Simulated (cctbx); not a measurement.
# Reading a Patterson map

Space group Pnma (no. 62), a = 9.8210 Å, b = 8.3060 Å, c = 10.5710 Å, α = 90.00°, β = 90.00°, γ = 90.00°, content Te12 As16.

Simulated single-crystal data (cctbx): Ag Kα, λ = 0.56087 Å, to d = 0.6 Å, 95 % of the full sphere, strongest reflection 20000 counts, noise from counting, a 1.5 % proportional error and a noise floor of 4 counts (s.d.); no absorption.

Patterson synthesis from sharpened amplitudes, origin scaled to 1000:

```text
Patterson group P m m m
      u       v       w   height  length (A)
  0.000   0.000   0.000   1000.0     0.00
  0.153   0.500   0.500    299.1     6.89
  0.500   0.000   0.337    278.1     6.07
  0.000   0.432   0.000    263.5     3.59
  0.500   0.217   0.500    153.0     7.44
  0.274   0.214   0.462    131.9     5.86
  0.347   0.500   0.164    127.9     5.65
  0.425   0.285   0.037    127.5     4.81
  0.153   0.069   0.500    127.1     5.52
  0.500   0.431   0.330    126.3     7.01
  0.500   0.000   0.262    122.8     5.64
  0.075   0.285   0.300    120.2     4.03
  0.227   0.215   0.200    117.5     3.55
  0.302   0.500   0.500    115.2     7.35
```

**Question.** Which atom pairs make the peaks, and where is the heaviest atom?

A peak at u stands for all pairs with xi − xj = u, with weight Σ ZiZj against Σ Z² = 49872 at the origin. Peak heights follow these weights only roughly, since form factors, motion and series ripples differ, all vectors within 0.55 Å of a peak are counted as merged into it though the farther ones add only part of their weight, and F(000) is left out, which lowers the whole map:

| u | v | w | shortest length (Å) | height | 1000 ΣZiZj/ΣZ² | pairs in the cell |
| --- | --- | --- | --- | --- | --- | --- |
| 0.153 | 0.500 | 0.500 | 6.89 | 299 | 261 | 4 × Te–Te, 2 × As–As |
| 0.500 | 0.000 | 0.337 | 6.07 | 278 | 304 | 4 × Te–Te, 4 × As–As |
| 0.000 | 0.432 | 0.000 | 3.59 | 264 | 217 | 4 × Te–Te |
| 0.500 | 0.217 | 0.500 | 7.44 | 153 | 275 | 8 × Te–As |
| 0.274 | 0.214 | 0.462 | 5.85 | 132 | 130 | 2 × Te–Te, 1 × As–As |
| 0.347 | 0.500 | 0.164 | 5.65 | 128 | 130 | 2 × Te–Te, 1 × As–As |
| 0.425 | 0.285 | 0.037 | 4.81 | 128 | 108 | 2 × Te–Te |
| 0.153 | 0.069 | 0.500 | 5.52 | 127 | 108 | 2 × Te–Te |
| 0.500 | 0.431 | 0.330 | 7.01 | 126 | 246 | 4 × Te–As, 2 × Te–Te |
| 0.500 | 0.000 | 0.262 | 5.64 | 123 | 108 | 2 × Te–Te |

The table stops at ten peaks or at a height of 45, below which ripples compete. In the model behind the data Te, the heaviest element, has 2 independent sites: (0.0990, 3/4, 0.1177) and (0.6740, 0.0346, 0.0822), up to an allowed shift of origin; the Te–Te vectors are differences of these positions and their symmetry mates. The whole model:

| atom | mult. | x | y | z | Ueq (Å²) |
| --- | --- | --- | --- | --- | --- |
| Te1 | 4 | 0.0990 | 3/4 | 0.1177 | 0.0173 |
| Te2 | 8 | 0.6740 | 0.0346 | 0.0822 | 0.0155 |
| As1 | 8 | 0.8574 | 0.1019 | 0.2229 | 0.0262 |
| As2 | 4 | 0.3320 | 3/4 | 0.0635 | 0.0242 |
| As3 | 4 | 0.4894 | 3/4 | 0.5789 | 0.0380 |

The model was made for the exercise: a known structure type with other elements put in, its volume estimated, not relaxed; displacement parameters are assumed.

[Logs are printed without paths, hosts, clocks, repeated set-up lines and the standing remarks that a program may print on its own settings, such as how far it seeks lower states.]
